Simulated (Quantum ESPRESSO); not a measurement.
# Collinear magnetic orders of MnGaGe with Quantum ESPRESSO, part 2 of 2

A self-consistent run ends on one state, which hangs on the start. Several orders of MnGaGe are started in Quantum ESPRESSO and their energies compared.

Quantum ESPRESSO 7.5; PBEsol; plane waves with GBRV 1.5 PBEsol potentials, no spin-orbit coupling.

So far, absolute magnetization (μB): step 2 (run 1 (ferro ++)) 4.89.

**3. Run 2, typed as antiferro +−**

pw.in

```
&CONTROL
  calculation = 'scf'
  prefix = 'pwscf'
  outdir = './tmp'
  pseudo_dir = './pseudo'
  disk_io = 'nowf'
/
&SYSTEM
  ibrav = 0
  celldm(1) = 8
  nat = 6
  ntyp = 4
  ecutwfc = 40
  ecutrho = 280
  nbnd = 60
  occupations = 'smearing'
  smearing = 'fd'
  degauss = 0.00734986
  nspin = 2
  starting_magnetization(1) = 0.2333
  starting_magnetization(2) = -0.2333
  starting_magnetization(3) = 0
  starting_magnetization(4) = 0
/
&ELECTRONS
  conv_thr = 1.2d-08
  electron_maxstep = 150
  mixing_beta = 0.3
/
ATOMIC_SPECIES
Mn1    54.9380 mn_pbesol_v1.5.uspp.F.UPF
Mn2    54.9380 mn_pbesol_v1.5.uspp.F.UPF
Ga     69.7230 ga_pbesol_v1.4.uspp.F.UPF
Ge     72.6300 ge_pbesol_v1.4.uspp.F.UPF
CELL_PARAMETERS alat
   0.9320972536937    0.0000000000000    0.0000000000000
   0.0000000000000    0.9320972536937    0.0000000000000
   0.0000000000000    0.0000000000000    1.3962435168725
ATOMIC_POSITIONS crystal
Mn1     0.0000000000    0.0000000000    0.0000000000
Mn2     0.5000000000    0.5000000000    0.0000000000
Ga      0.0000000000    0.5000000000    0.7037730000
Ga      0.5000000000    0.0000000000    0.2962270000
Ge      0.0000000000    0.5000000000    0.2809470000
Ge      0.5000000000    0.0000000000    0.7190530000
K_POINTS automatic
6 6 6 0 0 0
```

Launch:

```console
> OMP_NUM_THREADS=1 mpirun -n 4 pw.x -nk 4 -in pw.in > pw.out
```

The log of the run:

```text
[banner, memory and clock lines left out]
Program PWSCF v.7.5 starts

     Message from routine setup:
     using ibrav=0 with symmetry is DISCOURAGED, use correct ibrav instead

     bravais-lattice index     =            0
     lattice parameter (alat)  =       8.0000  a.u.
     unit-cell volume          =     621.0886 (a.u.)^3
     number of atoms/cell      =            6
     number of atomic types    =            4
     number of electrons       =        96.00
     number of Kohn-Sham states=           60
     kinetic-energy cutoff     =      40.0000  Ry
     charge density cutoff     =     280.0000  Ry
     scf convergence threshold =      1.2E-08
     mixing beta               =       0.3000
     number of iterations used =            8  plain     mixing
     Exchange-correlation= SLA  PW   PSX  PSC
                           (   1   4  10   8   0   0   0)

     celldm(1)=   8.000000  celldm(2)=   0.000000  celldm(3)=   0.000000
     celldm(4)=   0.000000  celldm(5)=   0.000000  celldm(6)=   0.000000

     crystal axes: (cart. coord. in units of alat)
               a(1) = (   0.932097   0.000000   0.000000 )
               a(2) = (   0.000000   0.932097   0.000000 )
               a(3) = (   0.000000   0.000000   1.396244 )

     reciprocal axes: (cart. coord. in units 2 pi/alat)
               b(1) = (  1.072849  0.000000  0.000000 )
               b(2) = (  0.000000  1.072849  0.000000 )
               b(3) = (  0.000000  0.000000  0.716207 )

     PseudoPot. # 1 for Mn read from file:
     mn_pbesol_v1.5.uspp.F.UPF
     Pseudo is Ultrasoft + core correction, Zval = 15.0

     PseudoPot. # 2 for Mn read from file:
     mn_pbesol_v1.5.uspp.F.UPF
     Pseudo is Ultrasoft + core correction, Zval = 15.0

     PseudoPot. # 3 for Ga read from file:
     ga_pbesol_v1.4.uspp.F.UPF
     Pseudo is Ultrasoft + core correction, Zval = 19.0

     PseudoPot. # 4 for Ge read from file:
     ge_pbesol_v1.4.uspp.F.UPF
     Pseudo is Ultrasoft + core correction, Zval = 14.0

     atomic species   valence    mass     pseudopotential
     Mn1              15.00    54.93800     Mn( 1.00)
     Mn2              15.00    54.93800     Mn( 1.00)
     Ga               19.00    69.72300     Ga( 1.00)
     Ge               14.00    72.63000     Ge( 1.00)

     Starting magnetic structure
     atomic species   magnetization
     Mn1             0.233
     Mn2            -0.233
     Ga              0.000
     Ge              0.000

      8 Sym. Ops. (no inversion) found

   Cartesian axes

     site n.     atom                  positions (alat units)
         1        Mn1    tau(   1) = (   0.0000000   0.0000000   0.0000000  )
         2        Mn2    tau(   2) = (   0.4660486   0.4660486   0.0000000  )
         3        Ga     tau(   3) = (   0.0000000   0.4660486   0.9826385  )
         4        Ga     tau(   4) = (   0.4660486   0.0000000   0.4136050  )
         5        Ge     tau(   5) = (   0.0000000   0.4660486   0.3922704  )
         6        Ge     tau(   6) = (   0.4660486   0.0000000   1.0039731  )

     number of k points=    40  Fermi-Dirac smearing, width (Ry)=  0.0073
                       cart. coord. in units 2pi/alat
        k(    1) = (   0.0000000   0.0000000   0.0000000), wk =   0.0046296
        k(    2) = (   0.0000000   0.0000000   0.1193679), wk =   0.0092593
        k(    3) = (   0.0000000   0.0000000   0.2387358), wk =   0.0092593
        k(    4) = (   0.0000000   0.0000000  -0.3581037), wk =   0.0046296
        k(    5) = (   0.0000000   0.1788082   0.0000000), wk =   0.0185185
        [... 35 further k-points ...]

     Dense  grid:    49175 G-vectors     FFT dimensions: (  40,  40,  60)

     Smooth grid:    21201 G-vectors     FFT dimensions: (  32,  32,  45)

     Check: negative core charge=   -0.000027
     Generating pointlists ...
     new r_m :   0.2513 (alat units)  2.0102 (a.u.) for type    1
     new r_m :   0.2513 (alat units)  2.0102 (a.u.) for type    2
     new r_m :   0.2435 (alat units)  1.9482 (a.u.) for type    3
     new r_m :   0.2435 (alat units)  1.9482 (a.u.) for type    4

     Initial potential from superposition of free atoms

     starting charge      92.9982, renormalised to      96.0000
     Starting wfcs are   68 randomized atomic wfcs

     Self-consistent Calculation

     iteration #  1     ecut=    40.00 Ry     beta= 0.30
     Davidson diagonalization with overlap
     ethr =  1.00E-02,  avg # of iterations =  3.0

     total energy              =   -1677.38612949 Ry
     estimated scf accuracy    <       7.00638258 Ry

     total magnetization       =    -0.00 Bohr mag/cell
     absolute magnetization    =     5.42 Bohr mag/cell

     iteration #  2     ecut=    40.00 Ry     beta= 0.30
     Davidson diagonalization with overlap
     ethr =  7.30E-03,  avg # of iterations =  2.0

     total energy              =   -1678.10593292 Ry
     estimated scf accuracy    <       1.78740451 Ry

     total magnetization       =    -0.00 Bohr mag/cell
     absolute magnetization    =     5.18 Bohr mag/cell

     [... further iterations left out ...]

     iteration # 14     ecut=    40.00 Ry     beta= 0.30
     Davidson diagonalization with overlap
     ethr =  1.74E-10,  avg # of iterations =  2.8

     total energy              =   -1678.56985455 Ry
     estimated scf accuracy    <       0.00000002 Ry

     total magnetization       =     0.00 Bohr mag/cell
     absolute magnetization    =     5.71 Bohr mag/cell

     iteration # 15     ecut=    40.00 Ry     beta= 0.30
     Davidson diagonalization with overlap
     ethr =  2.16E-11,  avg # of iterations =  3.1

     Magnetic moment per site  (integrated on atomic sphere of radius R)
     atom   1 (R=0.251)  charge= 13.5005  magn=  2.5502
     atom   2 (R=0.251)  charge= 13.5005  magn= -2.5501
     atom   3 (R=0.244)  charge= 17.1583  magn= -0.0000
     atom   4 (R=0.244)  charge= 17.1583  magn= -0.0000
     atom   5 (R=0.244)  charge= 11.9398  magn= -0.0000
     atom   6 (R=0.244)  charge= 11.9398  magn= -0.0000

     End of self-consistent calculation

     [... lines left out ...]
     the Fermi energy is    13.8592 ev

!    total energy              =   -1678.56985458 Ry
     estimated scf accuracy    <          5.0E-09 Ry
     smearing contrib. (-TS)   =      -0.00952885 Ry
     internal energy E=F+TS    =   -1678.56032573 Ry

     The total energy is F=E-TS. E is the sum of the following terms:
     one-electron contribution =   -1093.83347563 Ry
     hartree contribution      =     609.82138943 Ry
     xc contribution           =    -264.23942913 Ry
     ewald contribution        =    -930.30881041 Ry

     total magnetization       =     0.00 Bohr mag/cell
     absolute magnetization    =     5.71 Bohr mag/cell

     convergence has been achieved in  15 iterations
```

Wall time 65 s (4 MPI ranks of Arm Neoverse V2, shared host); peak memory 0.73 GiB; 4.3 min of CPU time.

Spin moment in the atom's sphere by atom:

| atom | spin moment in the atom's sphere (μB) |
| --- | --- |
| Mn1 | 2.55 |
| Mn2 | -2.55 |
| Ga3 | 0.00 |
| Ga4 | 0.00 |
| Ge5 | 0.00 |
| Ge6 | 0.00 |

This step gave:

```yaml
smearing_term_ts: 0.1296 eV
magnetization: 0 μB
absolute_magnetization: 5.714 μB
final_state: antiferromagnetic
```

**4. Run 3, typed as no spin polarisation**

Changes to pw.in since step 3:

```diff
@@ -11,3 +11,3 @@
   nat = 6
-  ntyp = 4
+  ntyp = 3
   ecutwfc = 40
@@ -18,7 +18,2 @@
   degauss = 0.00734986
-  nspin = 2
-  starting_magnetization(1) = 0.2333
-  starting_magnetization(2) = -0.2333
-  starting_magnetization(3) = 0
-  starting_magnetization(4) = 0
 /
@@ -30,4 +25,3 @@
 ATOMIC_SPECIES
-Mn1    54.9380 mn_pbesol_v1.5.uspp.F.UPF
-Mn2    54.9380 mn_pbesol_v1.5.uspp.F.UPF
+Mn     54.9380 mn_pbesol_v1.5.uspp.F.UPF
 Ga     69.7230 ga_pbesol_v1.4.uspp.F.UPF
@@ -39,4 +33,4 @@
 ATOMIC_POSITIONS crystal
-Mn1     0.0000000000    0.0000000000    0.0000000000
-Mn2     0.5000000000    0.5000000000    0.0000000000
+Mn      0.0000000000    0.0000000000    0.0000000000
+Mn      0.5000000000    0.5000000000    0.0000000000
 Ga      0.0000000000    0.5000000000    0.7037730000
```

The log of the run:

```text
     [... lines left out ...]
Program PWSCF v.7.5 starts
     [... lines left out ...]
     number of atoms/cell      =            6
     [... lines left out ...]
     number of electrons       =        96.00
     number of Kohn-Sham states=           60
     kinetic-energy cutoff     =      40.0000  Ry
     charge density cutoff     =     280.0000  Ry
     scf convergence threshold =      1.2E-08
     [... lines left out ...]
     16 Sym. Ops., with inversion, found ( 8 have fractional translation)
     [... lines left out ...]
     number of k points=    40  Fermi-Dirac smearing, width (Ry)=  0.0073
     [... lines left out ...]
     iteration # 12     ecut=    40.00 Ry     beta= 0.30
     [... lines left out ...]
     the Fermi energy is    13.6785 ev
!    total energy              =   -1678.52994688 Ry
     estimated scf accuracy    <          8.3E-09 Ry
     smearing contrib. (-TS)   =      -0.02116653 Ry
     [... lines left out ...]
     convergence has been achieved in  12 iterations
```

It took 27 s on 4 MPI ranks; peak memory 0.57 GiB; 1.8 min of CPU time.

This step gave:

* smearing term TS: 0.2880 eV
* final state: non-magnetic (no spin polarisation)

**5. The states side by side**

An order is kept where moments of 0.15 μB or more survive with the typed signs; meshes match where a doubled cell samples the same k points as the first cell.

Orders:

| start | final state | typed order kept | energy over the lowest (meV a seeded atom) | largest site moment (μB) | net moment (μB a cell of the first run) | mesh matched | CPU time (s) |
| --- | --- | --- | --- | --- | --- | --- | --- |
| ferro ++ | ferromagnetic | yes | 0 | 2.188 | 4.238 | yes | 276.4 |
| antiferro +- | antiferromagnetic | yes | 78.83 | 2.55 | 0 | yes | 259.9 |
| no spin polarisation | non-magnetic | - | 350.3 | 0 | 0 | yes | 108 |

**6. What came out**

```
lowest state found      : ferromagnetic (from ferro ++)
largest site moment     : 2.19 μB
next state with moments : antiferromagnetic, 78.8 meV a seeded atom higher
state without moments   : 350 meV a seeded atom higher
```

**Reading.** Only these 3 starts were compared; other wavevectors, canted and longer-period orders were not. Energies are free energies at an electronic temperature of 1160 K, which lowers moments and differences where the moments are itinerant.

[Logs and program files are shortened in this print: banners, set-up blocks, solver, clock and traceback lines can be left out without a mark of their own.]

[Logs are printed without paths, hosts, clocks, repeated set-up lines and the standing remarks that a program may print on its own settings, such as how far it seeks lower states.]

[Hosts, paths, dates, database ids (printed as entryN), source tags and the programs' standing remarks are cut or masked in the printed files.]

[Where a cell is said to come from a database of computed structures, the database is the Materials Project.]
